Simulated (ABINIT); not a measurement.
# SrTiO3 (Tausonite): one start, several treatments of the self-energy, part 2 of 2

Wanted: the gap of SrTiO3 (Tausonite) under several approximations, with cost.

ABINIT 10.8.3; PBE and many-body steps on it, plane waves. Known limits of the many-body steps: not at the basis limit; no spin-orbit coupling; coarse k mesh.

So far. Step 5 (G0W0, Hybertsen-Louie plasmon pole): Against G0W0 in ABINIT (4×4×4 mesh, 197 bands, screening to 190.5 eV, Godby-Needs plasmon pole), the gap moves by +0.729 eV. Step 6 (G0W0, von der Linden-Horsch plasmon pole): Against G0W0 in ABINIT (4×4×4 mesh, 197 bands, screening to 190.5 eV, Godby-Needs plasmon pole), the gap moves by +0.142 eV.

**7. G0W0, Engel-Farid plasmon pole**

Level of this step: G0W0 on PBE, plane waves, norm-conserving pseudopotentials (ABINIT).

The input, run.abi:

```
acell 3*1.0 Angstrom
rprim 
  3.905280000000 0.000000000000 0.000000000000
  0.000000000000 3.905280000000 0.000000000000
  0.000000000000 0.000000000000 3.905280000000
ntypat 3
znucl 38 22 8
natom 5
typat 1 2 3 3 3
xred 
  0.500000000000 0.500000000000 0.500000000000
  0.000000000000 0.000000000000 0.000000000000
  0.500000000000 0.000000000000 0.000000000000
  0.000000000000 0.500000000000 0.000000000000
  0.000000000000 0.000000000000 0.500000000000
pp_dirpath "pseudos"
pseudos "Sr.upf, Ti.upf, O.upf"
ecut 38
ngkpt 4 4 4
nshiftk 1
shiftk 0 0 0
kptopt 1
chksymbreak 0
istwfk *1
occopt 1
irdwfk 1
optdriver 4
nband 197
gwcalctyp 0
ecutsigx 38
symsigma 1
nkptgw 2
kptgw 
  0.5000000000 0.5000000000 0.5000000000
  0.0000000000 0.0000000000 0.0000000000
bdgw 
  18 23
  18 23
ecuteps 7
irdscr 1
ppmodel 4
indata_prefix "in"
outdata_prefix "out"
tmpdata_prefix "tmp"
```

Run with:

```sh
OMP_NUM_THREADS=1 mpirun -n 8 abinit run.abi > log
```

Output:

```text
.Version 10.8.3 of ABINIT. v10.8.2 released Aug 2026.

 Symmetries : space group Pm -3 m (#221); Bravais cP (primitive cubic)
[... echo of the input left out ...]
== DATASET  1 ==================================================================
-   mpi_nproc: 8, omp_nthreads: 1 (-1 if OMP is not activated)

--- !DatasetInfo
iteration_state: {dtset: 1, }
dimensions: {natom: 5, nkpt: 10, mband: 197, nsppol: 1, nspinor: 1, nspden: 1, mpw: 4632, }
cutoff_energies: {ecut:  38.0, pawecutdg:  -1.0, }
[...]
Band     E0 <VxcDFT>   SigX SigC(E0)      Z dSigC/dE  Sig(E)    E-E0       E
[...]
22   8.833 -18.883 -11.450  -5.801   0.804  -0.243 -17.571   1.312  10.145
       23   8.833 -18.883 -11.450  -5.801   0.804  -0.243 -17.571   1.312  10.145

== END DATASET(S) ==============================================================
================================================================================

 -outvars: echo values of variables after computation  --------
           etotal      0.0000000000E+00
            nband         197
             nkpt          10
          spgroup         221
 [... the other variables as echoed above ...]

 Calculation completed.
```

The job ended after 28 s (8 MPI ranks of Arm Neoverse V1, shared host; peak memory 2.1 GiB).

This step gave:

| Item | Value |
| --- | --- |
| G0W0 gap on the points computed | 3.600 eV |
| starting gap on the mesh | 1.908 eV |
| k of the valence top | 0.5, 0.5, 0.5 |
| k of the conduction bottom | 0, 0, 0 |
| least direct G0W0 gap on the computed points | 3.982 eV |

Against G0W0 in ABINIT (4×4×4 mesh, 197 bands, screening to 190.5 eV, Godby-Needs plasmon pole), the gap moves by +0.121 eV.

**8. One-shot Hartree-Fock**

This step: one-shot Hartree-Fock on PBE, plane waves, norm-conserving pseudopotentials.

run.abi: that of step 7 with these lines changed.

```diff
@@ -27,4 +27,4 @@
 optdriver 4
-nband 197
-gwcalctyp 0
+nband 24
+gwcalctyp 5
 ecutsigx 38
@@ -38,5 +38,4 @@
   18 23
-ecuteps 7
-irdscr 1
-ppmodel 4
+ixc_sigma 40
+fftgw 31
 indata_prefix "in"
```

Output:

```text
.Version 10.8.3 of ABINIT. v10.8.2 released Aug 2026.

 Symmetries : space group Pm -3 m (#221); Bravais cP (primitive cubic)
[... echo of the input left out ...]
== DATASET  1 ==================================================================
-   mpi_nproc: 8, omp_nthreads: 1 (-1 if OMP is not activated)

--- !DatasetInfo
iteration_state: {dtset: 1, }
dimensions: {natom: 5, nkpt: 10, mband: 24, nsppol: 1, nspinor: 1, nspden: 1, mpw: 4632, }
cutoff_energies: {ecut:  38.0, pawecutdg:  -1.0, }
[...]
Band     E0 <VxcDFT>   SigX SigC(E0)      Z dSigC/dE  Sig(E)    E-E0       E
[...]
22   8.833 -18.883 -11.450   0.000   1.000   0.000 -11.450   7.433  16.266
       23   8.833 -18.883 -11.450   0.000   1.000   0.000 -11.450   7.433  16.266

== END DATASET(S) ==============================================================
================================================================================

 -outvars: echo values of variables after computation  --------
           etotal      0.0000000000E+00
            nband          24
             nkpt          10
          spgroup         221
 [... the other variables as echoed above ...]

 Calculation completed.
```

Wall time 6.3 s (8 MPI ranks); peak memory 1.3 GiB; 42 s of CPU time.

Numbers from this step:

```yaml
quasiparticle_gap_on_the_points_computed: 14.33 eV
starting_gap_on_the_mesh: 1.908 eV
k_of_the_valence_top: 0.5, 0.5, 0.5
k_of_the_conduction_bottom: 0, 0, 0
least_direct_quasiparticle_gap_on_the_computed_points: 14.52 eV
```

Against G0W0 in ABINIT (4×4×4 mesh, 197 bands, screening to 190.5 eV, Godby-Needs plasmon pole), the gap moves by +10.855 eV.

**9. Screening, 4×4×4 mesh, 197 bands, screening to 190.5 eV**

This step: RPA screening on PBE, plane waves, norm-conserving pseudopotentials.

run.abi: that of step 8 with these lines changed.

```diff
@@ -26,16 +26,11 @@
 irdwfk 1
-optdriver 4
-nband 24
-gwcalctyp 5
-ecutsigx 38
-symsigma 1
-nkptgw 2
-kptgw 
-  0.5000000000 0.5000000000 0.5000000000
-  0.0000000000 0.0000000000 0.0000000000
-bdgw 
-  18 23
-  18 23
-ixc_sigma 40
-fftgw 31
+optdriver 3
+nband 197
+ecuteps 7
+inclvkb 2
+awtr 1
+symchi 1
+gwcalctyp 1
+nfreqre 0
+nfreqim 16
 indata_prefix "in"
```

Output:

```text
.Version 10.8.3 of ABINIT. v10.8.2 released Aug 2026.

 Symmetries : space group Pm -3 m (#221); Bravais cP (primitive cubic)
[... echo of the input left out ...]
== DATASET  1 ==================================================================
-   mpi_nproc: 8, omp_nthreads: 1 (-1 if OMP is not activated)

--- !DatasetInfo
iteration_state: {dtset: 1, }
dimensions: {natom: 5, nkpt: 10, mband: 197, nsppol: 1, nspinor: 1, nspden: 1, mpw: 4632, }
cutoff_energies: {ecut:  38.0, pawecutdg:  -1.0, }
electrons: {nelect:   4.00000000E+01, charge:   0.00000000E+00, occopt:   1.00000000E+00, tsmear:   1.00000000E-02, }

 SCREENING: Calculation of the susceptibility and dielectric matrices

 Based on a program developped by R.W. Godby, V. Olevano, G. Onida, and L. Reining.
 Incorporated in ABINIT by V. Olevano, G.-M. Rignanese, and M. Torrent.
.Using double precision arithmetic ; gwpc =  8

[... cell and pseudopotentials left out ...]
--------------------------------------------------------------------------------

 ==== K-mesh for the wavefunctions ====
 Number of points in the irreducible wedge :    10
[... list of points left out ...]
 Together with 48 symmetry operations and time-reversal symmetry
 yields    64 points in the full Brillouin Zone.

 ==== Q-mesh for the screening function ====
 Number of points in the irreducible wedge :    10
[... list of points left out ...]
 Together with 48 symmetry operations and time-reversal symmetry
 yields    64 points in the full Brillouin Zone.

 setmesh: FFT mesh size selected  =    30x   30x   30
          total number of points  =        27000

 vcoul_init : cutoff-mode = AUXILIARY_FUNCTION
 q-points for optical limit:   1
     1)      0.000010    0.000020    0.000030

- screening: taking advantage of time-reversal symmetry
- Maximum band index for partially occupied states nbvw = 20
- Remaining bands to be divided among processors   nbcw = 177
- Number of bands treated by each node ~22

 Number of electrons calculated from density =   40.0000; Expected =   40.0000
 average of density, n =  0.099519
 r_s =    1.3387
 omega_plasma =   30.4305 [eV]

 calculating chi0 at frequencies [eV] :
  1    0.000000E+00    0.000000E+00
  2    0.000000E+00    5.107465E+03
  3    0.000000E+00    9.547064E+02
[...]
16    0.000000E+00    7.755887E-01
 17    0.000000E+00    1.449759E-01

--------------------------------------------------------------------------------
  q-point number  1        q = ( 0.000000, 0.000000, 0.000000) [r.l.u.]
--------------------------------------------------------------------------------
[... chi0 elements left out ...]
  [... further frequencies ...]

 No. of calculated frequencies >  15, stop printing
 For q-point:  0.000010 0.000020 0.000030
  dielectric constant =   6.3915
  dielectric constant without local fields =   6.7756

  Average fulfillment of the sum rule on Im[epsilon] for q-point    1 :     75.07  [%]
[... wings left out ...]
  q-point number  2        q = ( 0.250000, 0.000000, 0.000000) [r.l.u.]
--------------------------------------------------------------------------------
[... chi0 elements left out ...]
  [... further frequencies ...]

 No. of calculated frequencies >  15, stop printing
  Average fulfillment of the sum rule on Im[epsilon] for q-point    2 :     83.03  [%]

 [... 8 further q-points ...]
```

Elapsed: 19 min, on 8 MPI ranks; peak memory 2.8 GiB.

This step gave:

* ε∞ with local fields, on this mesh, along the program's q direction: 6.391
* the same without local fields: 6.776
* plasma frequency: 30.43 eV
* plane waves in the screening matrix: 365

**10. G0W0, analytic continuation**

This step: G0W0 on PBE, plane waves, norm-conserving pseudopotentials.

run.abi: that of step 9 with these lines changed.

```diff
@@ -26,11 +26,18 @@
 irdwfk 1
-optdriver 3
+optdriver 4
 nband 197
+gwcalctyp 1
+ecutsigx 38
+symsigma 1
+nkptgw 2
+kptgw 
+  0.5000000000 0.5000000000 0.5000000000
+  0.0000000000 0.0000000000 0.0000000000
+bdgw 
+  18 23
+  18 23
 ecuteps 7
-inclvkb 2
-awtr 1
-symchi 1
-gwcalctyp 1
-nfreqre 0
-nfreqim 16
+irdscr 1
+nomegasi 12
+omegasimax 25 eV
 indata_prefix "in"
```

Output:

```text
.Version 10.8.3 of ABINIT. v10.8.2 released Aug 2026.

 Symmetries : space group Pm -3 m (#221); Bravais cP (primitive cubic)
[... echo of the input left out ...]
== DATASET  1 ==================================================================
-   mpi_nproc: 8, omp_nthreads: 1 (-1 if OMP is not activated)

--- !DatasetInfo
iteration_state: {dtset: 1, }
dimensions: {natom: 5, nkpt: 10, mband: 197, nsppol: 1, nspinor: 1, nspden: 1, mpw: 4632, }
cutoff_energies: {ecut:  38.0, pawecutdg:  -1.0, }
[...]
Band     E0 <VxcDFT>   SigX SigC(E0)      Z dSigC/dE  Sig(E)    E-E0       E
[...]
23   0.954 -18.883 -11.450  -5.650   0.720  -0.389 -17.636   1.247   2.201
       23   0.000   0.000   0.000   0.020   0.013   0.025   0.041   0.041   0.041

== END DATASET(S) ==============================================================
================================================================================

 -outvars: echo values of variables after computation  --------
           etotal      0.0000000000E+00
            nband         197
             nkpt          10
          spgroup         221
 [... the other variables as echoed above ...]

 Calculation completed.
```

The job ended after 23 s (8 MPI ranks; peak memory 2.7 GiB).

Numbers from this step:

```
G0W0 gap on the points computed              : 3.416 eV
starting gap on the mesh                     : 1.908 eV
k of the valence top                         : 0.5, 0.5, 0.5
k of the conduction bottom                   : 0, 0, 0
least direct G0W0 gap on the computed points : 3.81 eV
```

Against G0W0 in ABINIT (4×4×4 mesh, 197 bands, screening to 190.5 eV, Godby-Needs plasmon pole), the gap moves by −0.063 eV.

**11. Side by side**

Times are wall times on 8 MPI ranks of Arm Neoverse V1, shared host, good to a factor of about two. A run's time includes the screening step that it read.

| run | mesh | bands | screening cutoff (eV) | DFT gap (eV) | gap on the mesh (eV) | direct (eV) | ε∞ used | time |
| --- | --- | --- | --- | --- | --- | --- | --- | --- |
| G0W0, Godby-Needs plasmon pole | 4×4×4 | 197 | 190.5 | 1.908 | 3.479 | 3.852 | 6.39 | 5.7 min |
| G0W0, Hybertsen-Louie plasmon pole | 4×4×4 | 197 | 190.5 | 1.908 | 4.208 | 4.544 | 6.39 | 5.6 min |
| G0W0, von der Linden-Horsch plasmon pole | 4×4×4 | 197 | 190.5 | 1.908 | 3.621 | 3.990 | 6.39 | 5.7 min |
| G0W0, Engel-Farid plasmon pole | 4×4×4 | 197 | 190.5 | 1.908 | 3.600 | 3.982 | 6.39 | 5.4 min |
| one-shot Hartree-Fock | 4×4×4 | - | - | 1.908 | 14.334 | 14.520 | - | 6.3 s |
| G0W0, analytic continuation | 4×4×4 | 197 | 190.5 | 1.908 | 3.416 | 3.810 | 6.39 | 19 min |

**12. Summary of results**

| Quantity | Value |
| --- | --- |
| G0W0, Godby-Needs plasmon pole | 3.479 eV |
| G0W0, Hybertsen-Louie plasmon pole | 4.208 eV |
| G0W0, von der Linden-Horsch plasmon pole | 3.621 eV |
| G0W0, Engel-Farid plasmon pole | 3.600 eV |
| one-shot Hartree-Fock | 14.334 eV |
| G0W0, analytic continuation | 3.416 eV |
| known limits | not at the basis limit; no spin-orbit coupling; coarse k mesh |

What this shows: G0W0, Hybertsen-Louie plasmon pole: +0.729 eV against G0W0, Godby-Needs plasmon pole. G0W0, von der Linden-Horsch plasmon pole: +0.142 eV against G0W0, Godby-Needs plasmon pole. G0W0, Engel-Farid plasmon pole: +0.121 eV against G0W0, Godby-Needs plasmon pole. One-shot Hartree-Fock: +10.855 eV against G0W0, Godby-Needs plasmon pole. G0W0, analytic continuation: −0.063 eV against G0W0, Godby-Needs plasmon pole. Bare exchange alone opens the gap to 14.33 eV; against G0W0, correlation takes back 10.85 eV. Against experiment, by G0W0, Godby-Needs plasmon pole: the direct gap of 3.85 eV lies +0.08 eV from the measured 3.77 eV (direct, 300 K, 2013). An exciton line or allowed optical edge lies below the quasiparticle gap by the binding energy; a forbidden edge can push the onset above it. These are gaps on the mesh, at modest bands and cutoff. The calculation has static nuclei and no excitons; a measured gap holds zero-point and thermal motion, which mostly lowers it. Bands and cutoff are finite, so the gap is not at the basis limit. The miss can reach some tenths of an eV and take either sign; the mesh is an error of its own. In the first G0W0 run levels were corrected at 2 k points alone, so a gap called «on the mesh» is the least over those, and an edge elsewhere would be missed. The 4×4×4 mesh is coarse for this cell, which bears on the long-range parts of exchange and screening. This is the ideal cubic cell; many perovskites, halides above all, are cubic only on average, and local tilts or off-centring can widen the gap. The many-body steps are scalar-relativistic: spin-orbit coupling is not in them.

[Paths, hosts, dates, memory and timing lines, banners, echoed tables and standing remarks are left out of the program output.]

[Logs are printed without paths, hosts, clocks, repeated set-up lines and the standing remarks that a program may print on its own settings, such as how far it seeks lower states.]

[Runs of the session that timed out or met a known fault of the program may be left out.]

[No measured gap is set beside runs whose start may be inverted or whose files or cutoffs have a known fault.]

[Hosts, paths, dates, database ids (printed as entryN), source tags and the programs' standing remarks are cut or masked in the printed files.]

[G0W0 gaps are taken among the corrected bands and points alone; a level outside them can change the order at an edge.]

[Where Ansatz stands beside ABINIT at settings called matched, ABINIT's density can come from a denser mesh and the files from another edition; pairs whose starting gaps differed by over 0.03 eV were left out, so agreement reads better than it is.]
